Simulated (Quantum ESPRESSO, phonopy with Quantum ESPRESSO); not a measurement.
## CaO (Fm-3m): phonons against volume

Aim: how the vibrations of CaO shift with volume, and the expansion that follows.

What experiment has found for this phase:
- heat capacity C_P per formula unit 42.2 J/mol/K and bulk modulus 113 GPa near room temperature (given in “High-Throughput Prediction of Finite-Temperature Properties using the Quasi-Harmonic Approximation”, 2016, arXiv:1603.06924)

Calculated with Quantum ESPRESSO 7.5; DFT LDA, scalar-relativistic, plane waves, GBRV ultrasoft pseudopotentials.

Report form: the programs' logs are mostly left out.

### 1. The structure

Symmetry: Fm-3m, No. 225, cubic system. The conventional cell has a = 4.813 Å, b = 4.813 Å, c = 4.813 Å, α = 90.00°, β = 90.00°, γ = 90.00°. Nearest to Ca lie 6 O at 2.41 Å. Nearest to O lie 6 Ca at 2.41 Å. Farther neighbours and most contacts between anions are not listed.

### 2. Probe on a coarse mesh

A cheap single point shows whether the cell is a metal or an insulator and how far it is from rest; that sets the k-mesh and the occupations of what follows.

The input, probe.in:

```
&control
   calculation = 'scf'
   prefix = 'x'
   outdir = './tmp'
   pseudo_dir = './pseudo'
   tprnfor = .true.
   tstress = .true.
   verbosity = 'high'
/
&system
   ibrav = 0
   nat = 2
   ntyp = 2
   ecutwfc = 45.0
   ecutrho = 270.0
   occupations = 'smearing'
   smearing = 'gaussian'
   degauss = 0.01
/
&electrons
   conv_thr = 1.0d-07
   mixing_beta = 0.7
   electron_maxstep = 100
/
ATOMIC_SPECIES
 Ca     40.0780  Ca.upf
 O      15.9990  O.upf
CELL_PARAMETERS angstrom
     0.000000000    2.406500000    2.406500000
     2.406500000    0.000000000    2.406500000
     2.406500000    2.406500000    0.000000000
ATOMIC_POSITIONS crystal
 Ca     0.000000000   0.000000000   0.000000000
 O      0.500000000   0.500000000   0.500000000
K_POINTS automatic
 6 6 6 0 0 0
```

Launch:

```bash
$ OMP_NUM_THREADS=1 mpirun -n 8 pw.x -nk 8 -in probe.in > probe.out
```

Run time: 1.6 s. Hardware: 8 MPI ranks of Arm Neoverse V1, shared host.

A gap read on the k-mesh alone can miss the band edges.

Numbers from this step:

- volume per atom: 13.94 Å³
- pressure: -7.292 GPa
- gap on the k-mesh: 3.490 eV

The start is under -7.3 GPa at this level and looks like an insulator or semiconductor on this mesh.

### 3. Finding the static equilibrium

Phonons are second derivatives about a minimum, so cell and atoms are relaxed first, inside the symmetry of the start.

The input, relax.in:

```
&control
   calculation = 'vc-relax'
   prefix = 'x'
   outdir = './tmp'
   pseudo_dir = './pseudo'
   tprnfor = .true.
   tstress = .true.
   forc_conv_thr = 2.0d-05
   etot_conv_thr = 1.0d-07
   nstep = 40
/
&system
   ibrav = 0
   nat = 2
   ntyp = 2
   ecutwfc = 45.0
   ecutrho = 270.0
   occupations = 'fixed'
   nbnd = 10
/
&electrons
   conv_thr = 1.0d-11
   mixing_beta = 0.7
   electron_maxstep = 100
/
&ions
/
&cell
   press_conv_thr = 0.1
/
ATOMIC_SPECIES
 Ca     40.0780  Ca.upf
 O      15.9990  O.upf
CELL_PARAMETERS angstrom
     0.000000000    2.406500000    2.406500000
     2.406500000    0.000000000    2.406500000
     2.406500000    2.406500000    0.000000000
ATOMIC_POSITIONS crystal
 Ca     0.000000000   0.000000000   0.000000000
 O      0.500000000   0.500000000   0.500000000
K_POINTS automatic
 6 6 6 0 0 0
```

Launch:

```bash
$ OMP_NUM_THREADS=1 mpirun -n 8 pw.x -nk 8 -in relax.in > relax.out
```

Run time: 5.5 s. Hardware: 8 MPI ranks.

Relaxation path:

```
step  energy less that of the first step (eV)  largest force (eV/Å)  volume (Å³)
   1                                   0.0000                0.0000        27.87
   2                                  -0.0343                0.0000        26.85
   3                                  -0.0422                0.0000        26.02
   4                                  -0.0423                0.0000        26.11
   5                                  -0.0423                0.0000        26.11
   6                                  -0.0410                0.0000        26.11
```

```
conventional cell, symmetrised  before  after  change
                         a (Å)   4.813  4.709  -2.2 %
                         b (Å)   4.813  4.709  -2.2 %
                         c (Å)   4.813  4.709  -2.2 %
              volume (Å³/atom)   13.94  13.05  -6.3 %
```

Final coordinates:

```xyz
2
Lattice="0.0000 2.3545 2.3545 2.3545 0.0000 2.3545 2.3545 2.3545 0.0000" Properties=species:S:1:pos:R:3 pbc="T T T"
Ca    0.0000    0.0000    0.0000
O     2.3545    2.3545    2.3545
```

This step gave:

* volume per atom: 13.05 Å³
* pressure: 0.05000 GPa
* gap on the k-mesh: 3.452 eV

After the last step pw.x solved the final cell once more on a basis chosen for it, which moves the energy without moving the atoms.

### 4. Self-consistent run

A tight ground state at this cell gives the energy of this member; its pressure is the stress at this cutoff, which can carry an offset from the finite basis.

The input, scf.in:

```
&control
   calculation = 'scf'
   prefix = 'x'
   outdir = './tmp'
   pseudo_dir = './pseudo'
   tprnfor = .true.
   tstress = .true.
/
&system
   ibrav = 0
   nat = 2
   ntyp = 2
   ecutwfc = 45.0
   ecutrho = 270.0
   occupations = 'fixed'
   nbnd = 10
/
&electrons
   conv_thr = 1.0d-12
   mixing_beta = 0.7
   electron_maxstep = 100
/
ATOMIC_SPECIES
 Ca     40.0780  Ca.upf
 O      15.9990  O.upf
CELL_PARAMETERS angstrom
     0.000000000    2.354549123    2.354549123
     2.354549123    0.000000000    2.354549123
     2.354549123    2.354549123    0.000000000
ATOMIC_POSITIONS crystal
 Ca     0.000000000   0.000000000   0.000000000
 O      0.500000000   0.500000000   0.500000000
K_POINTS automatic
 6 6 6 0 0 0
```

Launch:

```bash
$ OMP_NUM_THREADS=1 mpirun -n 8 pw.x -nk 8 -in scf.in > scf.out
```

Run time: 2 s. Hardware: 8 MPI ranks; 14 s of CPU time.

On a basis chosen for the relaxed cell the pressure is 0.050 GPa, small enough for phonons.

### 5. Born charges and dielectric tensor

In a polar crystal the Born charges and ε∞ give the long-range dipole term that a finite supercell misses. They are those of this k-mesh and were not tested on a denser one; where the gap is small they converge slowly, and the LO modes with them.

The input, ph.in:

```
phonons
&inputph
   prefix = 'x'
   outdir = './tmp'
   fildyn = 'x.dyn'
   tr2_ph = 1.0d-18
   epsil = .true.
/
0.000000000 0.000000000 0.000000000
```

scf.in is that of step 4.

Launch:

```bash
$ OMP_NUM_THREADS=1 mpirun -n 8 ph.x -nk 8 -in ph.in > ph.out
```

The job ended after 19 s (8 MPI ranks).

This step gave:

| Quantity | Value |
| --- | --- |
| Γ frequencies | -11.23, -11.23, -11.23, 291.6, 291.6, 291.6 cm⁻¹ (negative: imaginary) |
| Γ symmetry | T_1u G_15 G_4- I, T_1u G_15 G_4- I, T_1u G_15 G_4- I, T_1u G_15 G_4- I, T_1u G_15 G_4- I, T_1u G_15 G_4- I |

ε∞:

```
3.89 0.00 0.00
0.00 3.89 0.00
0.00 0.00 3.89
```

Born charge (rows field, columns displacement), before the sum rule (e), principal values of the symmetric part by kind of site:

```
atom  atoms with these values    low  middle   high   mean
 Ca1                        1   2.38    2.38   2.38   2.38
  O2                        1  -2.38   -2.38  -2.38  -2.38
```

In full for O2:

```
-2.38  0.00  0.00
 0.00 -2.38  0.00
 0.00  0.00 -2.38
```

The Born charges sum to zero within 0.0029 e; the rest is removed before use. Acoustic frequencies in this log differ from zero by the error of the sum rule, which ph.x does not impose.

### 6. A displaced supercell

One atom (for the harmonic constants) or a pair of atoms (for the cubic ones) is moved by a few hundredths of an ångström; the forces on all atoms give a column of force constants. The threshold is tight because the forces are small.

System of this step: CaO. The structure is orthorhombic, space group Imm2 (No. 44). The conventional cell has a = 6.660 Å, b = 9.418 Å, c = 6.660 Å, α = 90.00°, β = 90.00°, γ = 90.00°. Ca has 6 O at 2.34 to 2.37 Å nearest. Ca has 6 O at 2.35 Å nearest. Nearest to Ca lie 6 O at 2.35 Å. O has 6 Ca at 2.35 Å nearest. Farther neighbours and most contacts between anions are not listed.

The input, disp-00001.in:

```
&control
   calculation = 'scf'
   prefix = 'x'
   outdir = './tmp'
   pseudo_dir = './pseudo'
   tprnfor = .true.
   disk_io = 'none'
/
&system
   ibrav = 0
   nat = 16
   ntyp = 2
   ecutwfc = 45.0
   ecutrho = 270.0
   occupations = 'fixed'
   nbnd = 66
/
&electrons
   conv_thr = 1.0d-11
   mixing_beta = 0.7
   electron_maxstep = 100
/
ATOMIC_SPECIES
 Ca     40.0780  Ca.upf
 O      15.9990  O.upf
CELL_PARAMETERS angstrom
     0.000000000    4.709098246    4.709098246
     4.709098246    0.000000000    4.709098246
     4.709098246    4.709098246    0.000000000
ATOMIC_POSITIONS crystal
 Ca     0.003003152   0.000000000   0.000000000
 Ca     0.500000000   0.000000000   0.000000000
 Ca     0.000000000   0.500000000   0.000000000
 Ca     0.500000000   0.500000000   0.000000000
 Ca     0.000000000   0.000000000   0.500000000
 Ca     0.500000000   0.000000000   0.500000000
 Ca     0.000000000   0.500000000   0.500000000
 Ca     0.500000000   0.500000000   0.500000000
 O      0.250000000   0.250000000   0.250000000
 O      0.750000000   0.250000000   0.250000000
 O      0.250000000   0.750000000   0.250000000
 O      0.750000000   0.750000000   0.250000000
 O      0.250000000   0.250000000   0.750000000
 O      0.750000000   0.250000000   0.750000000
 O      0.250000000   0.750000000   0.750000000
 O      0.750000000   0.750000000   0.750000000
K_POINTS automatic
 3 3 3 0 0 0
```

Launch:

```bash
$ OMP_NUM_THREADS=1 mpirun -n 4 pw.x -nk 4 -in disp-00001.in > disp-00001.out
```

It took 62 s on 4 MPI ranks.

Force by atom:

```
atom  x (eV/Å)  y (eV/Å)  z (eV/Å)   size
 Ca1     0.000    -0.136    -0.136  0.192
 Ca2     0.000     0.059     0.059  0.083
 Ca3     0.039    -0.006     0.020  0.044
 Ca4    -0.039     0.020    -0.006  0.044
 Ca5     0.039     0.020    -0.006  0.044
 Ca6    -0.039    -0.006     0.020  0.044
 Ca7     0.000    -0.019    -0.019  0.026
 Ca8     0.000     0.017     0.017  0.023
  O9     0.000    -0.003    -0.003  0.004
 O10     0.000     0.009     0.009  0.012
 O11     0.000     0.013     0.009  0.015
 O12     0.000     0.009     0.010  0.013
 O13     0.000     0.009     0.013  0.015
 O14     0.000     0.010     0.009  0.013
 O15     0.000     0.009     0.009  0.012
 O16     0.000    -0.003    -0.003  0.004
```

At this level the gap is 3.45 eV on the k-mesh of the self-consistent run, which can miss the band edges.

### 7. A displaced supercell

disp-00002.in, as its differences from disp-00001.in of step 6:

```diff
@@ -30,3 +30,3 @@
 ATOMIC_POSITIONS crystal
- Ca     0.003003152   0.000000000   0.000000000
+ Ca     0.000000000   0.000000000   0.000000000
  Ca     0.500000000   0.000000000   0.000000000
@@ -38,3 +38,3 @@
  Ca     0.500000000   0.500000000   0.500000000
- O      0.250000000   0.250000000   0.250000000
+ O      0.253003152   0.250000000   0.250000000
  O      0.750000000   0.250000000   0.250000000
```

Launch:

```bash
$ OMP_NUM_THREADS=1 mpirun -n 4 pw.x -nk 4 -in disp-00002.in > disp-00002.out
```

It took 68 s on 4 MPI ranks.

### 8. Phonons, V/V0 1

This step: DFT LDA, scalar-relativistic, plane waves, GBRV ultrasoft pseudopotentials (phonopy with Quantum ESPRESSO 4.10.0 / 7.5).

It took 68 s on 8 threads; 8.6 min of CPU time.

This step gave:

* point group: m-3m
* highest frequency: 570.6 cm⁻¹
* Debye temperature from the second moment: 586 K
* lowest frequency on the path: 0 cm⁻¹
* zero-point energy: 0.1118 eV/cell
* Γ frequencies: 0, 0, 0, 292.0, 292.0, 292.0 cm⁻¹ (negative: imaginary)

Phonopy, LO-TO term from ph.x's tensors. The phonon branches at the labelled points (cm⁻¹):

```
    point  branch 1  branch 2  branch 3  branch 4  branch 5  branch 6
        Γ         0         0         0       292       292       571
  halfway       162       162       240       320       320       498
        X       205       205       312       316       316       393
  halfway       204       231       310       316       329       388
        U       201       281       298       315       363       378
jump to K       201       281       298       315       363       378
  halfway       157       190       263       299       336       515
        Γ         0         0         0       292       292       571
  halfway       142       142       244       306       306       544
        L       190       190       325       325       384       487
  halfway       200       236       321       339       350       434
        W       242       278       278       332       360       360
  halfway       224       232       306       324       331       384
        X       205       205       312       316       316       393
```

Harmonic. Thermo, by row:

```
T (K)  F_vib (meV/atom)  S (J/mol-atom/K)  C_V (J/mol-atom/K)
    0             55.92                 0                   0
   50             55.88             0.352               1.293
  100             55.11             3.025               7.537
  150             52.48             7.246               13.32
  200             47.58             11.63               17.05
  250             40.48             15.71               19.36
  300             31.37             19.38               20.84
  350             20.46             22.67               21.81
  400              7.93             25.63               22.48
  450             -6.05              28.3               22.97
  500            -21.36             30.74               23.32
  550            -37.88             32.98               23.59
  600            -55.51             35.04                23.8
  650            -74.17             36.95               23.96
  700            -93.79             38.73               24.09
  750            -114.3              40.4                24.2
  800            -135.6             41.96               24.29
  850            -157.8             43.44               24.36
  900            -180.6             44.83               24.42
  950            -204.2             46.15               24.47
 1000            -228.5             47.41               24.52
```

The modes has structure finer than the step of the table below, so its rows give means over 20 cm⁻¹, whole bins alone (the curve runs from -10 to 597 cm⁻¹). Peaks (cm⁻¹: height): Ca 196.1: 0.0311, 302.9: 0.0206; O 322.0: 0.0593.

Phonopy on the run's constants, 21x21x21 mesh, Gaussian sigma 4.3 cm⁻¹. The modes by wavenumber; means over each step; values in 1/cm⁻¹/cell:

```
wavenumber (cm⁻¹)       Ca        O
                0   1.1e-5   3.8e-6
               20   3.1e-5   1.0e-5
               40   1.5e-4   5.5e-5
               60   3.7e-4   1.3e-4
               80   7.5e-4   2.5e-4
              100  0.00123   3.7e-4
              120  0.00215   5.6e-4
              140  0.00365   7.6e-4
              160  0.00698  0.00107
              180   0.0166  0.00138
              200   0.0280  0.00218
              220   0.0159  0.00139
              240   0.0109   9.7e-4
              260  0.00901   9.0e-4
              280  0.00677  0.00141
              300   0.0159   0.0157
              320   0.0148   0.0476
              340  0.00629   0.0209
              360  0.00337   0.0105
              380  0.00110  0.00512
              400   2.7e-4  0.00624
              420   4.0e-4  0.00550
              440   5.5e-4  0.00540
              460   7.2e-4  0.00554
              480   8.7e-4  0.00539
              500   9.8e-4  0.00409
              520   9.3e-4  0.00308
              540   7.8e-4  0.00227
              560   4.7e-4  0.00123
              580   2.7e-5   6.7e-5
```

No LO-TO term. Modes at Γ, with each element's share of the kinetic energy:

```
mode  frequency (cm⁻¹)  symmetry  Ca %  O %
   1               0.0       T1u    71   29
   2               0.0       T1u    71   29
   3               0.0       T1u    71   29
   4             292.0       T1u    29   71
   5             292.0       T1u    29   71
   6             292.0       T1u    29   71
```

Displacements in mode 4 (292.0 cm⁻¹), the largest set to 1:
```
Ca1  0.00 -0.40 -0.40
O2   0.00  0.99  1.00
```

No mode is imaginary beyond numerical noise along the path.

The time given is that of the 2 pw.x runs on displaced cells behind this step.

### 9. Self-consistent run, V/V0 1.015

This step: DFT LDA, scalar-relativistic, plane waves, GBRV ultrasoft pseudopotentials (Quantum ESPRESSO 7.5).

System of this step: CaO. The structure is cubic, space group Fm-3m (No. 225). The conventional cell has a = 4.733 Å, b = 4.733 Å, c = 4.733 Å, α = 90.00°, β = 90.00°, γ = 90.00°. Ca has 6 O at 2.37 Å nearest. Nearest to O lie 6 Ca at 2.37 Å. Farther neighbours and most contacts between anions are not listed.

scf.in, as its differences from that of step 5:

```diff
@@ -26,5 +26,5 @@
 CELL_PARAMETERS angstrom
-     0.000000000    2.354549123    2.354549123
-     2.354549123    0.000000000    2.354549123
-     2.354549123    2.354549123    0.000000000
+     0.000000000    2.366263491    2.366263491
+     2.366263491    0.000000000    2.366263491
+     2.366263491    2.366263491    0.000000000
 ATOMIC_POSITIONS crystal
```

Launch:

```bash
$ OMP_NUM_THREADS=1 mpirun -n 8 pw.x -nk 8 -in scf.in > scf.out
```

Elapsed: 1.8 s, on 8 MPI ranks.

At this level the gap is 3.46 eV on the k-mesh of the self-consistent run, which can miss the band edges.

### 10. Born charges and dielectric tensor

ph.in is that of step 5.

scf.in is that of step 9.

Launch:

```bash
$ OMP_NUM_THREADS=1 mpirun -n 8 ph.x -nk 8 -in ph.in > ph.out
```

Wall time 18 s (8 MPI ranks).

ε∞:

```
3.88 0.00 0.00
0.00 3.88 0.00
0.00 0.00 3.88
```

The Born charges sum to zero within 0.0028 e; the rest is removed before use. Acoustic frequencies in this log differ from zero by the error of the sum rule, which ph.x does not impose.

### 11. A displaced supercell

System of this step: CaO. Symmetry: Imm2, No. 44, orthorhombic system. Conventional cell: a = 6.693 Å, b = 9.465 Å, c = 6.693 Å, α = 90.00°, β = 90.00°, γ = 90.00°. Nearest to Ca lie 6 O at 2.35 to 2.38 Å. Nearest to Ca lie 6 O at 2.37 Å. Ca has 6 O at 2.37 Å nearest. O has 6 Ca at 2.37 Å nearest. Farther neighbours and most contacts between anions are not listed.

disp-00001.in, as its differences from that of step 6:

```diff
@@ -26,7 +26,7 @@
 CELL_PARAMETERS angstrom
-     0.000000000    4.709098246    4.709098246
-     4.709098246    0.000000000    4.709098246
-     4.709098246    4.709098246    0.000000000
+     0.000000000    4.732526981    4.732526981
+     4.732526981    0.000000000    4.732526981
+     4.732526981    4.732526981    0.000000000
 ATOMIC_POSITIONS crystal
- Ca     0.003003152   0.000000000   0.000000000
+ Ca     0.002988284   0.000000000   0.000000000
  Ca     0.500000000   0.000000000   0.000000000
```

Launch:

```bash
$ OMP_NUM_THREADS=1 mpirun -n 4 pw.x -nk 4 -in disp-00001.in > disp-00001.out
```

The job ended after 62 s (4 MPI ranks; 4.1 min of CPU time).

### 12. Lattice dynamics at this volume, V/V0 1.015

This step: DFT LDA, scalar-relativistic, plane waves, GBRV ultrasoft pseudopotentials (phonopy with Quantum ESPRESSO 4.10.0 / 7.5).

It took 66 s on 8 threads; 8.4 min of CPU time.

Phonopy, LO-TO term from ph.x's tensors. Phonon branches along the path, in cm⁻¹:

```
    point  branch 1  branch 2  branch 3  branch 4  branch 5  branch 6
        Γ         0         0         0       281       281       561
  halfway       161       161       231       309       309       492
        X       204       204       302       304       304       390
  halfway       203       229       300       305       318       384
        U       198       276       291       305       355       371
jump to K       198       276       291       305       355       371
  halfway       151       189       257       289       324       507
        Γ         0         0         0       281       281       561
  halfway       138       138       240       296       296       535
        L       184       184       316       316       378       478
  halfway       195       231       311       329       346       427
        W       236       273       273       324       352       352
  halfway       221       230       297       314       320       379
        X       204       204       302       304       304       390
```

No mode is imaginary beyond numerical noise along the path. The highest zone-centre mode (no LO–TO term) moved by -3.8 % for a volume change of +1.5 %.

The time given is that of the 2 pw.x runs on displaced cells behind this step.

### 13. Self-consistent run, V/V0 0.985

This step: DFT LDA, scalar-relativistic, plane waves, GBRV ultrasoft pseudopotentials (Quantum ESPRESSO 7.5).

System of this step: CaO. The structure is cubic, space group Fm-3m (No. 225). The conventional cell has a = 4.685 Å, b = 4.685 Å, c = 4.685 Å, α = 90.00°, β = 90.00°, γ = 90.00°. Nearest to Ca lie 6 O at 2.34 Å. Nearest to O lie 6 Ca at 2.34 Å. Farther neighbours and most contacts between anions are not listed.

scf.in, as its differences from that of step 10:

```diff
@@ -26,5 +26,5 @@
 CELL_PARAMETERS angstrom
-     0.000000000    2.366263491    2.366263491
-     2.366263491    0.000000000    2.366263491
-     2.366263491    2.366263491    0.000000000
+     0.000000000    2.342717018    2.342717018
+     2.342717018    0.000000000    2.342717018
+     2.342717018    2.342717018    0.000000000
 ATOMIC_POSITIONS crystal
```

Launch:

```bash
$ OMP_NUM_THREADS=1 mpirun -n 8 pw.x -nk 8 -in scf.in > scf.out
```

It took 1.8 s on 8 MPI ranks; 13 s of CPU time.

The run ends at a pressure of 2.07 GPa.

(Part 1 of 3 ends here.)

[Logs are printed without paths, hosts, clocks, repeated set-up lines and the standing remarks that a program may print on its own settings, such as how far it seeks lower states.]

[Hosts, paths, dates, database ids (printed as entryN), source tags and the programs' standing remarks are cut or masked in the printed files.]

[A step with changed settings may run another functional than the one named; its input shows which.]

[Of the runs on displaced cells, only some may be shown.]
